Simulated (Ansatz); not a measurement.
# GaAs (F-43m): a many-body input that goes wrong, and its mend

A first try at the G0W0 gap of GaAs (F-43m), what the program said, and an input that works.

Calculated with Ansatz 0.2.0; G0W0 on PBE, plane waves, PAW.

**1. The structure**

Symmetry: F-43m, No. 216, cubic system. Conventional cell: a = 5.654 Å, b = 5.654 Å, c = 5.654 Å, α = 90.00°, β = 90.00°, γ = 90.00°. Nearest to Ga lie 4 As at 2.45 Å. Nearest to As lie 4 Ga at 2.45 Å. Farther neighbours are not listed.

The cell and positions come from the Crystallography Open Database and are kept as given unless a step says otherwise. The default PAW set here is soft_1. Its files were made with PBE.

**2. First try**

input.yaml reads:

```yaml
crystal:
  lattice:
    - [0.0, 2.82685, 2.82685]
    - [2.82685, 0.0, 2.82685]
    - [2.82685, 2.82685, 0.0]
  atoms:
    - { symbol: Ga, position: [0.0, 0.0, 0.0] }
    - { symbol: As, position: [0.25, 0.25, 0.25] }
kpoints:
  mp_grid: { grid: [4, 4, 4] }
hamiltonian:
  xc: pbe
  pseudopotentials: { kind: paw, azcp: { folder: "./paw" } }
scf:
  occupations: { method: fixed }
gw:
  n_empty_bands: 4
  ecut_chi: 40
  qp_bands: [v2, c2]
  qp_kpoints: band_edges
  screening: { model: contour_deformation }
```

Run with:

```console
ansatz run input.yaml --threads 3 --pin off --max-ram 92160MiB --backend cuda --events-out ev --progress --plain --runs-dir out --devices 1 --max-vram 13GiB
```

Numbers of over 12 decimals in the logs are rounded to 6 here.

The log of the run:

```text
GPUs: using 1 of 1 available (devices: 1).
Engine: ansatz 0.2.0, x86_64-unknown-linux-gnu
Pseudopotentials: kind: paw
Pseudopotential: Ga, paw, valence charge 13, recommended cutoff 420 eV (normal), <dir>
Pseudopotential: As, paw, valence charge 15, recommended cutoff 420 eV (normal), <dir>
Functional definition: PBE
  parameter kappa = 0.804
  parameter beta = 0.066725
  exchange = pbe_x(kappa = kappa, mu = beta*pi^2/3)
  correlation = pbe_c(beta = beta)
device memory: the entry about to start is reckoned to put 0.8 GiB on a device that reports 69.8 GiB free (of which the cap on the GPU budget leaves the run 13.0 GiB)
GPU FFT provider: cuFFT
GPU libraries: cuBLAS 13.8.2, cuFFT 12.4.0, cuSOLVER 12.3.4
Crystal: 2 atoms, lattice volume = 45.179 Å³
Basis set: ecut = 420 eV, 893 PW (Γ)
Bands: 18, of which v1, the nominal top of the filled ones, is band 14 counted from 1 (13 counted from 0)
Symmetry: 24 space group operations
Space group: F-43m (ITA 216), of the structure as read, at distance tolerance 3.6e-5 Å
k-points: 8 of 64 (time reversal used)
Non-local potential: Ga, projectors of the file, l = 0: 2, l = 1: 2, l = 2: 3, l = 3: 1
Non-local potential: As, projectors of the file, l = 0: 2, l = 1: 2, l = 2: 3, l = 3: 1
PAW form: soft (Blöchl's): semilocal exchange-correlation on the pseudo side does not see the compensation charge
PAW one-centre angular grid: Ga, 590 points (default); XC on 64 Gauss nodes
PAW one-centre angular grid: As, 590 points (default); XC on 64 Gauss nodes
Initial density: superposition of atomic densities (chi_scale 0.1, normalization cell, long waves kept (reshape's long-wave potential 0.00 eV rms))
Initial wavefunctions: pseudopotential atomic-orbital guess
GPU buffer pool allocated for 19683 grid points (all kernels)
GPU transforms: local potential and band sums: pruned to the plane-wave sphere, on 25×27×27
Functional: x = pbe(κ = 0.804, μ = 0.219515), c = pbe(β = 0.066725)
SCF iter   1: F=—  HF=-8639.764876 eV  |F-HF|=—  |Δ(HF+E_count)|=         —  Δρ=4.60e-2  dr2=5.43e-1  ethr=3.10e-3  ⟨swp⟩=4.5  Hψ=622  notcnv=0  defer=10
preconditioner: auto → none  [insulator: Δε(μ)=0.521 eV  Ē_g=15.649 eV  n_scr=14 (ndim 8)  ℏωp=23.4 eV  f_vac=0.001  ε∞_Penn≈3.2]
SCF iter   2: F=—  HF=-8639.685823 eV  |F-HF|=—  |Δ(HF+E_count)|=   7.91e-2  Δρ=1.98e-2  dr2=9.93e-2  ethr=1.94e-3  ⟨swp⟩=2.0  Hψ=229  notcnv=0  defer=11
SCF iter   3: F=—  HF=-8639.679029 eV  |F-HF|=—  |Δ(HF+E_count)|=   6.79e-3  Δρ=5.60e-3  dr2=7.02e-3  ethr=3.55e-4  ⟨swp⟩=2.2  Hψ=243  notcnv=0  defer=10
SCF iter   4: F=—  HF=-8639.672949 eV  |F-HF|=—  |Δ(HF+E_count)|=   6.08e-3  Δρ=9.07e-4  dr2=1.52e-4  ethr=2.51e-5  ⟨swp⟩=2.5  Hψ=244  notcnv=0  defer=12
SCF iter   5: F=—  HF=-8639.673057 eV  |F-HF|=—  |Δ(HF+E_count)|=   1.08e-4  Δρ=2.88e-4  dr2=2.07e-5  ethr=5.42e-7  ⟨swp⟩=2.0  Hψ=271  notcnv=0  defer=11
SCF iter   6: F=—  HF=-8639.673070 eV  |F-HF|=—  |Δ(HF+E_count)|=   1.35e-5  Δρ=7.55e-5  dr2=1.41e-6  ethr=7.40e-8  ⟨swp⟩=2.0  Hψ=261  notcnv=0  defer=8
SCF iter   7: F=-8639.673071 eV  HF=-8639.673071 eV  |F-HF|=6.45e-8  |Δ(HF+E_count)|=   4.22e-7  Δρ=1.14e-5  dr2=4.49e-8  ethr=3.57e-10  ⟨swp⟩=4.0  Hψ=685  notcnv=0
SCF 1 converged in 7 iterations: F = -8639.673071 eV  dr2 = 4.49e-8
[...]
device memory: the entry about to start is reckoned to put 1.3 GiB on a device that reports 69.5 GiB free (of which the cap on the GPU budget leaves the run 13.0 GiB)
NSCF: frozen V_eff on 8 k-points
[...]
device memory: the entry about to start is reckoned to put 0.8 GiB on a device that reports 69.5 GiB free (of which the cap on the GPU budget leaves the run 13.0 GiB)
NSCF: frozen V_eff on 8 k-points
G₀W₀ screening: q 1/8
[... further progress lines ...]
device memory: the entry about to start is reckoned to put 0.3 GiB on a device that reports 68.8 GiB free (of which the cap on the GPU budget leaves the run 13.0 GiB)
NSCF: frozen V_eff on 1 k-points
SCF converged after 7 iterations
Free energy (F): -8639.673071 eV
Harris-Foulkes:  -8639.673071 eV  (|F-HF|=6.45e-8)
Internal energy: -8639.673071 eV  (E = F + TS)
E sigma→0 (E₀):  -8639.673071 eV
Fermi energy:    7.972274 eV
--- Per-component energies (eV) ---
  E_band       = -317.846635
  E_kinetic    = 210.415325
  E_local      = -3660.124984  (includes V_loc(G=0)·N_el)
  E_nonlocal   = -485.743421
  E_hartree    = 2134.173457
  E_xc         = -133.939773
  E_vxc        = -130.045653  (∫ρ·V_xc dr)
  E_paw        = -4005.725649  (= ΣΔE_a)
  E_vpaw       = -520.686171  (= ΣTr[D̂ρ^β])
  E_aug_tail   = -0.000239  (compensation charges beyond the density's cutoff)
  E_ewald      = -2698.727786
  E_smearing   = -0.000000  (= −TS)
  E_closure    = 0.000000  (closes the sum)
  Σ components = -8639.673071   (vs F -8639.673071, Δ=0.00e0)
--- Band table (eV; the first three rows and the last of 8) ---
  k-point 0: bands = [... 10 lower, -4.7569, 7.9723, 7.9723, 7.9723, 8.4793, 11.6785, 11.6785, 11.6785]
  k-point 1: bands = [... 10 lower, -4.0637, 3.8250, 7.2901, 7.2901, 9.4073, 12.5477, 12.5477, 13.9238]
  k-point 2: bands = [... 10 lower, -2.9882, 1.3203, 6.8251, 6.8251, 8.9575, 12.5878, 12.5878, 15.7167]
  k-point 7: bands = [... 10 lower, -2.1869, 1.3227, 4.4292, 4.6184, 12.5822, 12.6837, 13.3590, 14.0055]
--- G₀W₀: contour deformation, 7 samples at zero and on the imaginary axis and 2 off it, 64 q-points, 4 empty bands' worth ---
  eigenvalues of the whole cell's RPA ε∞ on this k-mesh (on a slab, of 1 + 4πα/V) = 142.0556, 142.0556, 142.0556; static W/v taken at q = 0 is 0.007039
  gw.qp_kpoints: band_edges: 6 of 8 stored k-points solved, in 2 passes; an edge of the gap read off the rows below is read off those points alone
    valence top: of the k-points left out ik 5 came nearest to being solved in a further pass, in band 14 (counted from 1, as in the quasiparticle table): it holds the edge there only if its correction is more favourable than any solved in that band by at least 1.226 eV; those differ by 0.362 eV
    conduction bottom: of the k-points left out ik 5 came nearest to being solved in a further pass, in band 15 (counted from 1, as in the quasiparticle table): it holds the edge there only if its correction is more favourable than any solved in that band by at least 1.268 eV; those differ by 1.011 eV
  `?` marks the rows in doubt; gw_qp.tsv's column doubts and the gw_qp event give each row's grounds
    ik  band        ε_KS         Σx   Σc(E_QP)       V_xc       Z   E_QP_lin       E_QP  E_QP is
     0    13      7.9723   -17.1616     2.6308   -15.3223  0.7793     8.7501     8.7637  root
     0    14      7.9723   -17.1616     2.6308   -15.3223  0.7793     8.7501     8.7637  root
     0    15      8.4793   -11.6241    -2.4796   -16.0509  0.7851    10.3388    10.4265  root
     0    16     11.6785    -7.7325    -2.7738   -12.1841  0.7767    13.2607    13.3563  root
     1    13      7.2901   -16.6131     2.6973   -14.6082  0.7711     7.9708     7.9825  root
     1    14      7.2901   -16.6131     2.6973   -14.6082  0.7711     7.9708     7.9825  root
     1    15      9.4073    -9.5859    -2.5118   -13.8137  0.7854    11.0226    11.1233  root ?
     1    16     12.5477    -7.8020    -2.9367   -12.4777  0.7771    14.2023    14.2867  root
     2    13      6.8251   -16.4951     2.8345   -14.2792  0.7647     7.4336     7.4437  root
     2    14      6.8251   -16.4951     2.8345   -14.2792  0.7647     7.4336     7.4437  root
     2    15      8.9575    -9.5721    -2.4664   -13.6501  0.7868    10.4548    10.5692  root ?
     2    16     12.5878    -7.2665    -2.8840   -11.8615  0.7726    14.1752    14.2987  root ?
     3    13      6.2742   -15.9982     2.8845   -13.6659  0.7540     6.8169     6.8264  root
     3    14      6.2742   -15.9982     2.8845   -13.6659  0.7540     6.8169     6.8264  root
     3    15      9.9347    -7.5989    -2.5371   -11.5607  0.7885    11.2381    11.3593  root ?
     3    16     11.2282    -8.5784    -2.7193   -13.0116  0.7748    12.8311    12.9421  root ?
     4    13      4.7283   -15.3370     3.1267   -12.5788  0.7305     5.0939     5.0968  root
     4    14      5.9248   -15.9791     3.0103   -13.4708  0.7485     6.4189     6.4268  root
     4    15     10.1588    -7.8268    -2.5765   -11.8432  0.7881    11.4784    11.5988  root ?
     4    16     12.6627    -8.3408    -3.0531   -13.2318  0.7905    14.4715    14.5006  root
     6    13      5.2848   -15.7949     3.2121   -13.0122  0.7344     5.7078     5.7142  root
     6    14      5.2848   -15.7949     3.2121   -13.0122  0.7344     5.7078     5.7142  root
     6    15      9.4175    -6.7456    -2.7626   -10.4445  0.7941    10.4265    10.3538  root ?
     6    16      9.6179    -8.0198    -2.4655   -11.8818  0.7905    10.8931    11.0144  root ?
```

Elapsed: 12 s, on 1 × NVIDIA H100 80GB HBM3 (shared by 6 runs) with 3 threads of AMD EPYC 7R13 (Zen 3), shared host; peak memory 1 GiB.

In the SCF lines HF is the Harris–Foulkes energy and dr2 the Hartree energy of the density residual, in eV; the loop may stop once dr2 is under the threshold and the program's other checks hold. Hψ counts applications of the Hamiltonian.

Q: What is the fault?

The run ended normally, though the input holds a fault or crude settings.

The fault: four empty bands in G0W0. The sums over empty states are cut off almost at the gap, so screening and correlation are far from complete.

It printed a gap of 1.59 eV, which is an artefact of the settings.

**3. A better input**

Now the one-shot GW correction: screening in the RPA, then the self-energy of the levels asked for.

Edit input.yaml of step 2 so:

```diff
@@ -9,3 +9,3 @@
 kpoints:
-  mp_grid: { grid: [4, 4, 4] }
+  mp_grid: { grid: [6, 6, 6] }
 hamiltonian:
@@ -16,4 +16,4 @@
 gw:
-  n_empty_bands: 4
-  ecut_chi: 40
+  n_empty_bands: 134
+  ecut_chi: 120
   qp_bands: [v2, c2]
```

The log of the run:

```text
GPUs: using 1 of 1 available (devices: 1).
[...]
GPU FFT provider: cuFFT
GPU libraries: cuBLAS 13.8.2, cuFFT 12.4.0, cuSOLVER 12.3.4
Crystal: 2 atoms, lattice volume = 45.179 Å³
Basis set: ecut = 420 eV, 893 PW (Γ)
Bands: 18, of which v1, the nominal top of the filled ones, is band 14 counted from 1 (13 counted from 0)
Symmetry: 24 space group operations
[...]
k-points: 16 of 216 (time reversal used)
[...]
GPU buffer pool allocated for 19683 grid points (all kernels)
[...]
SCF iter   1: F=—  HF=-8639.912317 eV  |F-HF|=—  |Δ(HF+E_count)|=         —  Δρ=4.43e-2  dr2=4.96e-1  ethr=3.10e-3  ⟨swp⟩=4.5  Hψ=1239  notcnv=0  defer=24
[...]
SCF iter   7: F=-8639.826293 eV  HF=-8639.826293 eV  |F-HF|=1.51e-8  |Δ(HF+E_count)|=   6.87e-8  Δρ=1.05e-5  dr2=3.92e-8  ethr=3.57e-10  ⟨swp⟩=4.2  Hψ=1320  notcnv=0
SCF 1 converged in 7 iterations: F = -8639.826293 eV  dr2 = 3.92e-8
[...]
0    13      7.9331   -16.8657     1.0864   -15.3218  0.7492     7.4558     7.4755  root
     0    14      7.9331   -16.8657     1.0864   -15.3218  0.7492     7.4558     7.4755  root
     0    15      8.4491   -12.0394    -3.6950   -16.0455  0.7607     8.7661     8.7602  root
     0    16     11.6676    -7.8370    -4.2899   -12.1900  0.7452    11.7309    11.7307  root
     1    13      7.5527   -16.5279     1.1818   -14.8767  0.7470     7.0611     7.0833  root
     1    14      7.5527   -16.5279     1.1818   -14.8767  0.7470     7.0611     7.0833  root
     1    15      9.5664   -10.4272    -3.7865   -14.3934  0.7566     9.7478     9.7462  root
     1    16     12.2146    -7.9984    -4.4533   -12.5239  0.7390    12.2871    12.2868  root
[...]
12    13      5.2564   -15.6704     2.0971   -13.0194  0.7208     4.6745     4.7025  root
    12    14      5.2564   -15.6704     2.0971   -13.0194  0.7208     4.6745     4.7025  root
    12    15      9.3994    -6.8910    -3.7166   -10.4650  0.7675     9.2578     9.2569  root
    12    16      9.5941    -8.1810    -3.7542   -11.9072  0.7615     9.5661     9.5661  root
[key lines of the parts left out:]
SCF converged after 7 iterations
Free energy (F): -8639.826293 eV
Fermi energy:    7.933069 eV
```

Elapsed: 22 s, on 1 × NVIDIA H100 80GB HBM3 (shared by 6 runs) with 3 threads; peak memory 1.1 GiB; 12 s of CPU time.

This step gave:

```yaml
bands_summed: 148
rpa_eps_infinity_on_this_mesh_eigenvalues: 50.11, 50.11, 50.11
plane_waves_in_the_screening_matrix: 137
q_points_in_the_mesh: 216
g0w0_gap_on_the_mesh: 1.285 eV
k_of_the_valence_top: 0, 0, 0
k_of_the_conduction_bottom: 0, 0, 0
starting_gap_on_the_mesh: 0.5160 eV
z_at_the_valence_top: 0.7492
z_at_the_conduction_bottom: 0.7607
least_direct_g0w0_gap_on_the_computed_points: 1.285 eV
```

The gap on the mesh goes from 0.52 eV to 1.28 eV, a correction of +0.77 eV. Between the two edge states, bare exchange in place of the xc potential would open the gap by 5.55 eV, and correlation takes back 4.78 eV.

**4. Results**

```yaml
first_try: converged after 12 s
better_run: G0W0 gap on the mesh 1.28 eV (6×6×6 mesh, 134 empty bands, screening to 120 eV)
```

**Reading.** The second run differs in: mesh, empty bands and screening cutoff (eV). Bands and cutoff are finite, so the gap is not at the basis limit. The miss can reach some tenths of an eV and take either sign; the mesh is an error of its own. The 6×6×6 mesh is coarse for this cell (its supercell is 24 Å along the shortest edge). The RPA ε∞ on it, from the PBE start, is 50.11; such meshes misread the long-range screening, most where the gap is narrow. The RPA ε∞ on this mesh reaches over 25; with a narrow direct gap a coarse mesh can overstate it, and the correction is then too small. The many-body steps are scalar-relativistic: spin-orbit coupling is not in them.

[Paths, hosts, dates, memory and timing lines, banners, echoed tables and standing remarks are left out of the program output.]

[Logs are printed without paths, hosts, clocks, repeated set-up lines and the standing remarks that a program may print on its own settings, such as how far it seeks lower states.]

[Runs of the session that timed out or met a known fault of the program may be left out.]

[Cells called generated may have been cut or substituted from an entry of the Crystallography Open Database or the Materials Project.]

[Hosts, paths, dates, database ids (printed as entryN), source tags and the programs' standing remarks are cut or masked in the printed files.]
